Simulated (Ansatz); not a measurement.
# SrLiH3 (model cell, started as cubic perovskite with Sr in the octahedra): following an unstable mode, part 2 of 2

Which phase does SrLiH3 (model cell, started as cubic perovskite with Sr in the octahedra) fall into along its unstable mode, and how much energy does it gain?

Ansatz 0.2.0; DFT PBEsol, scalar-relativistic, plane waves, PAW; PAW set soft_1.

So far. Step 5 (Energy along the mode, all amplitudes (two of the runs …): The energy still falls at the last step, so the rise lies beyond the steps tried. Step 7 (The new phase in its own primitive cell): The largest force component left is 0.19 meV/Å and the pressure is 0.003 GPa, within the tolerances set. The cell now holds 15.94 Å³/atom. The relaxed cell has a = 5.706, c = 16.965 Å (conventional setting).

The structure was built from a prototype and need not be the compound's stable phase.

## (8) Modes of the new phase, k-mesh 6×6×6

A relaxed structure may still be a saddle point, so its zone-centre modes are computed. The response to a homogeneous field gives the Born charges and the dielectric tensor.

The input, input.yaml:

```yaml
crystal:
  lattice:
    - [2.8529679138, 1.647161793, 5.6549075091]
    - [-2.8529679138, 1.647161793, 5.6549075091]
    - [0.0, -3.2943235861, 5.6549075091]
  atoms:
    - { symbol: Li, position: [0.75, 0.75, 0.75] }
    - { symbol: Li, position: [0.25, 0.25, 0.25] }
    - { symbol: Sr, position: [0.5, 0.5, 0.5] }
    - { symbol: Sr, position: [0.0, 0.0, 0.0] }
    - { symbol: H, position: [0.063675505, 0.75, 0.436324495] }
    - { symbol: H, position: [0.936324495, 0.25, 0.563675505] }
    - { symbol: H, position: [0.436324495, 0.063675505, 0.75] }
    - { symbol: H, position: [0.563675505, 0.936324495, 0.25] }
    - { symbol: H, position: [0.25, 0.563675505, 0.936324495] }
    - { symbol: H, position: [0.75, 0.436324495, 0.063675505] }
kpoints:
  mp_grid: { grid: [6, 6, 6] }
hamiltonian:
  xc: pbesol
  pseudopotentials: { kind: paw, azcp: { folder: soft_1 }, xc_functional: pbe }
scf:
  occupations: { method: fixed }
output:
  eigenvalues: true
phonons:
  method: dfpt
  dielectric: true
  rigid_motions: translations
```

The run is started by

```
ansatz run input.yaml --threads 8 --pin off --max-ram 16384MiB --backend cpu --events-out ev --progress --plain --runs-dir out
```

Run time: 52 s. Hardware: 8 threads of Intel Xeon at 2.60GHz (Ice Lake), shared host; peak memory 2 GiB.

Numbers from this step:

| Property | Result |
| --- | --- |
| sum-rule residual before enforcement | 2.16e-4 eV/Å² |
| miss of the charge sum rule | 0.002576 e |
| estimated error of the dielectric tensor | 0.009000 |
| estimated error of the Born charges | 0.01120 e |
| point group | -3m |
| highest optical mode at the zone centre (no LO-TO term) | 1058 cm⁻¹ |
| lowest optical zone-centre mode | -268.5 cm⁻¹ |
| mean high-frequency dielectric constant | 3.410 |
| largest Born charge (third of the trace) | 2.063 e |
| top of the zone-centre spectrum with the field | 1142 cm⁻¹ |

Without the LO-TO term. Patterns of degenerate modes are one choice out of their space. The modes at Γ (shares of kinetic energy by element, %) (negative means imaginary):

| mode | frequency (cm⁻¹) | symmetry | Li % | Sr % | H % |
| --- | --- | --- | --- | --- | --- |
| 1 | -268.5 | A2u | 14 | 0 | 86 |
| 2 | -235.4 | Eu | 1 | 3 | 97 |
| 3 | -235.4 | Eu | 1 | 3 | 97 |
| 4 | -78.3 | A2g | 94 | 0 | 6 |
| 5 | 0.0 | acoustic | 7 | 90 | 3 |
| 6 | 0.0 | acoustic | 7 | 90 | 3 |
| 7 | 0.0 | acoustic | 7 | 90 | 3 |
| 8 | 121.4 | Eu | 0 | 98 | 2 |
| 9 | 121.4 | Eu | 0 | 98 | 2 |
| 10 | 134.5 | A1u | 0 | 100 | 0 |
| 11 | 193.4 | A2u | 79 | 9 | 12 |
| 12 | 240.5 | Eg | 69 | 0 | 31 |
| 13 | 240.5 | Eg | 69 | 0 | 31 |
| 14 | 303.8 | Eu | 81 | 8 | 10 |
| 15 | 303.8 | Eu | 81 | 8 | 10 |
| 16 | 502.4 | Eg | 23 | 0 | 77 |
| 17 | 502.4 | Eg | 23 | 0 | 77 |
| 18 | 595.2 | A2g | 6 | 0 | 94 |
| 19 | 888.0 | A2u | 0 | 1 | 99 |
| 20 | 904.1 | Eu | 5 | 1 | 94 |
| 21 | 904.1 | Eu | 5 | 1 | 94 |
| 22 | 959.6 | Eg | 2 | 0 | 98 |
| 23 | 959.6 | Eg | 2 | 0 | 98 |
| 24 | 1010.7 | A1g | 0 | 0 | 100 |
| 25 | 1014.0 | Eu | 5 | 0 | 94 |
| 26 | 1014.0 | Eu | 5 | 0 | 94 |
| 27 | 1022.3 | A1u | 0 | 0 | 100 |
| 28 | 1030.3 | Eg | 6 | 0 | 94 |
| 29 | 1030.3 | Eg | 6 | 0 | 94 |
| 30 | 1057.7 | A2g | 0 | 0 | 100 |

Displacements in mode 1 (-268.5 cm⁻¹), the largest set to 1:
```
Li1  0.00  0.00 -0.35
Li2  0.00  0.00 -0.35
Sr3  0.00  0.00 -0.01
Sr4  0.00  0.00 -0.01
H5  -0.73  0.42  1.00
H6  -0.73  0.42  1.00
H7   0.00 -0.84  1.00
H8   0.00 -0.84  1.00
H9   0.73  0.42  1.00
H10  0.73  0.42  1.00
```

Displacements in mode 27 (1022.3 cm⁻¹), the largest set to 1:
```
Li1  0.00  0.00  0.00
Li2  0.00  0.00  0.00
Sr3  0.00  0.00  0.01
Sr4  0.00  0.00 -0.01
H5  -0.50 -0.87  0.00
H6  -0.50 -0.87  0.00
H7   1.00  0.00  0.00
H8   1.00  0.00  0.00
H9  -0.50  0.87  0.00
H10 -0.50  0.87  0.00
```

Optical modes at the zone centre, without and with the macroscopic field of the longitudinal modes; each column is sorted by frequency, so a row need not hold one and the same mode. Modes with and without the field, by row:

| rank among optical modes | no field (cm⁻¹) | q along (1, 0, 0) (cm⁻¹) | q along (0, 0, 1) (cm⁻¹) |
| --- | --- | --- | --- |
| 1 | -268.5 | -268.5 | -235.4 |
| 2 | -235.4 | -235.4 | -235.4 |
| 3 | -235.4 | -78.3 | -78.3 |
| 4 | -78.3 | 79.2 | 121.4 |
| 5 | 121.4 | 121.4 | 121.4 |
| 6 | 121.4 | 134.5 | 134.5 |
| 7 | 134.5 | 158.8 | 178.4 |
| 8 | 193.4 | 193.4 | 240.5 |
| 9 | 240.5 | 240.5 | 240.5 |
| 10 | 240.5 | 240.5 | 303.8 |
| 11 | 303.8 | 303.8 | 303.8 |
| 12 | 303.8 | 307.2 | 377.3 |
| 13 | 502.4 | 502.4 | 502.4 |
| 14 | 502.4 | 502.4 | 502.4 |
| 15 | 595.2 | 595.2 | 595.2 |
| 16 | 888 | 888 | 904.1 |
| 17 | 904.1 | 904.1 | 904.1 |
| 18 | 904.1 | 959.6 | 959.6 |
| 19 | 959.6 | 959.6 | 959.6 |
| 20 | 959.6 | 994.3 | 1011 |
| 21 | 1011 | 1011 | 1014 |
| 22 | 1014 | 1014 | 1014 |
| 23 | 1014 | 1022 | 1022 |
| 24 | 1022 | 1030 | 1030 |
| 25 | 1030 | 1030 | 1030 |
| 26 | 1030 | 1058 | 1051 |
| 27 | 1058 | 1142 | 1058 |

Born charge (rows field, columns displacement) (e), principal values of the symmetric part by kind of site:

| atom | atoms with these values | low | middle | high | mean |
| --- | --- | --- | --- | --- | --- |
| Li1 | 2 | 0.77 | 0.77 | 0.90 | 0.81 |
| Sr3 | 2 | 2.04 | 2.08 | 2.08 | 2.06 |
| H5 | 6 | -1.04 | -0.92 | -0.91 | -0.96 |

In full for Li1:

```
0.77 0.00 0.00
0.00 0.77 0.00
0.00 0.00 0.90
```

High-frequency dielectric tensor:

```
3.34 0.00 0.00
0.00 3.34 0.00
0.00 0.00 3.55
```

Transverse modes; imaginary modes are left out. Lines of the infrared spectrum (strongest = 100):

| position (cm⁻¹) | label | relative intensity |
| --- | --- | --- |
| 121 | Eu | 0.6 |
| 134 | A1u | 0.0 |
| 193 | A2u | 1.1 |
| 240 | Eg | 0.0 |
| 304 | Eu | 0.5 |
| 502 | Eg | 0.0 |
| 595 | A2g | 0.0 |
| 888 | A2u | 35 |
| 904 | Eu | 100 |
| 960 | Eg | 0.0 |
| 1011 | A1g | 0.0 |
| 1014 | Eu | 13 |
| 1022 | A1u | 0.0 |
| 1030 | Eg | 0.0 |
| 1058 | A2g | 0.0 |

Before it was imposed, the acoustic sum rule was missed by 2.2e-4 eV/Å² and the charge sum rule by 0.0026 e. Small misses are needed for a sound result but don't prove that mesh and cutoff are converged. The lowest optical mode is imaginary, 268.5i cm⁻¹, so the energy falls along it.

## (9) Outcome

```json
{"unstable mode of the parent": "q = (-0.5, -0.5, -0.5), 560i cm⁻¹", "depth at the lowest point sampled": "103 meV/atom", "largest atomic shift at that point": "0.6 Å", "space group reached": "R-3c", "energy gained over the parent (first relaxation, on the mesh of the frozen mode)": "312 meV/atom", "volume per atom, phase reached": "15.9 Å³", "gap on the k-mesh, phase reached": "1.98 eV", "lowest optical zone-centre mode, phase reached": "-268 cm⁻¹", "highest optical mode at the zone centre (no LO-TO term), phase reached": "1058 cm⁻¹"}
```

**Reading.** Along this mode the structure falls into R-3c, 312 meV/atom below the parent. At the parent's cell the well is 102.6 meV/atom deep on the steps tried, with its lowest point at a shift of 0.6 Å. That is the last step tried, so the steps alone don't bracket the bottom of the well. Relaxing atoms and cell changes the gain by +209.13 meV/atom against the lowest step (energies at zero smearing). Most of the total comes from this relaxation. The new phase still has an imaginary mode at the zone centre of its cell, so it is a saddle point on the way to a lower structure. Of the 4 patterns followed from this parent, this one reaches the lowest energy. Each path keeps the symmetry of its pattern, so a lower phase may lie along a pattern not tried. The volume moved by more than a tenth on the k mesh of the start, so the energy gain is rough. The PAW files were made for PBE and serve the other functionals too. The starting cell was built on a prototype and not taken from a measurement, so the phase need not exist.

[Long decimals in the printed logs are rounded to 6 places.]

[Logs are printed without paths, hosts, clocks, repeated set-up lines and the standing remarks that a program may print on its own settings, such as how far it seeks lower states.]

[Hosts, paths, dates, database ids (printed as entryN), source tags and the programs' standing remarks are cut or masked in the printed files.]

[Where the starting crystal was built by hand or by swapping elements, it need not be the compound's stable phase.]
